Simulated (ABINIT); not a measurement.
Planning a run of ABINIT 10.8.3 on GaP (F-43m). The input:

```
acell 3*1.0 Angstrom
rprim 
  0.000000000000 2.725250000000 2.725250000000
  2.725250000000 0.000000000000 2.725250000000
  2.725250000000 2.725250000000 0.000000000000
ntypat 2
znucl 31 15
natom 2
typat 1 2
xred 
  0.000000000000 0.000000000000 0.000000000000
  0.250000000000 0.250000000000 0.250000000000
pp_dirpath "pseudos"
pseudos "Ga.upf, P.upf"
ecut 36
ngkpt 4 4 4
nshiftk 1
shiftk 0 0 0
kptopt 1
chksymbreak 0
istwfk *1
occopt 1
irdwfk 1
optdriver 3
nband 100
ecuteps 6.5
inclvkb 2
awtr 1
symchi 1
indata_prefix "in"
outdata_prefix "out"
tmpdata_prefix "tmp"
```

```sh
OMP_NUM_THREADS=1 mpirun -n 4 abinit run.abi > log
```

**Question.** Estimate wall time and host memory on 4 MPI ranks of Arm Neoverse V1, shared host.

It took 18 s; on shared hardware allow 9.2 s to 37 s. Peak host memory was 0.65 GiB.

[Paths, hosts, dates, memory and timing lines, banners, echoed tables and standing remarks are left out of the program output.]

[Logs are printed without paths, hosts, clocks, repeated set-up lines and the standing remarks that a program may print on its own settings, such as how far it seeks lower states.]

[Runs of the session that timed out or met a known fault of the program may be left out.]

[Hosts, paths, dates, database ids (printed as entryN), source tags and the programs' standing remarks are cut or masked in the printed files.]

[G0W0 gaps are taken among the corrected bands and points alone; a level outside them can change the order at an edge.]

[Where Ansatz stands beside ABINIT at settings called matched, ABINIT's density can come from a denser mesh and the files from another edition; pairs whose starting gaps differed by over 0.03 eV were left out, so agreement reads better than it is.]
